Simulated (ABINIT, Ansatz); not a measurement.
# Calculated records

```
Quasiparticle gap of BiOBr (P4/nmm) in ABINIT
1.0
     3.91600    0.00000    0.00000
     0.00000    3.91600    0.00000
     0.00000    0.00000    8.07700
Bi Br O
2 2 2
Direct
  0.00000 0.50000 0.15400
  0.50000 0.00000 0.84600
  0.00000 0.50000 0.65300
  0.50000 0.00000 0.34700
  0.00000 0.00000 0.00000
  0.50000 0.50000 0.00000
# method: RPA screening on PBEsol, plane waves, norm-conserving pseudopotentials (and 2 further levels or steps)
# program: ABINIT 10.8.3
# settings: cutoff 42 Ha, PseudoDojo scalar-relativistic 0.4 stringent, norm-conserving, ngkpt (4, 4, 2), nband 106, ecuteps 3.6 Ha, inclvkb 2, shiftk (0, 0, 0), symchi 1, awtr 1, frequency ppm, 4×4×2 k-mesh
# cost: 5 runs, 24 min in all on 4 MPI ranks of Intel Xeon Platinum 8259CL at 2.50GHz (Skylake/Cascade Lake), shared host
# notes: The cell and positions come from the Crystallography Open Database and are kept as given unless a step says otherwise. Limits: no spin-orbit coupling. Local fields lower the RPA ε∞ on this mesh from 7.68 to 6.78; a Γ-centred mesh this coarse tends to raise both, most where the direct gap is narrow, while a short band sum lowers them. The 4×4×2 mesh is coarse for this cell, which bears on the long-range parts of exchange and screening.
# PBEsol gap: 2.10 eV, indirect
# G0W0 gap on the mesh: 3.66 eV
# G0W0 gap over the zone (rigid shift): 3.54 eV
# GW settings: 4×4×2 mesh, 106 bands, screening to 98 eV, Godby-Needs plasmon pole
# known limits: short of the basis limit; no spin-orbit coupling; coarse k mesh
```

[Long decimals in the printed logs are rounded to 6 places.]

[Logs are printed without paths, hosts, clocks, repeated set-up lines and the standing remarks that a program may print on its own settings, such as how far it seeks lower states.]

[Paths, hosts, dates, memory and timing lines, banners, echoed tables and standing remarks are left out of the program output; an Ansatz launch command may be rebuilt from the run's recorded settings. Measured values are a selection of at most five: reports struck by readers or far from the other reports are left out. None is set beside runs whose start may be inverted or whose files or cutoffs have a known fault.]

[Runs of the session that timed out or met a known fault of the program may be left out.]

[Hosts, paths, dates, database ids (printed as entryN), source tags and the programs' standing remarks are cut or masked in the printed files.]

[G0W0 gaps are taken among the corrected bands and points alone; a level outside them can change the order at an edge.]

[Where Ansatz stands beside ABINIT at settings called matched, ABINIT's density can come from a denser mesh and the files from another edition; pairs whose starting gaps differed by over 0.03 eV were left out, so agreement reads better than it is.]
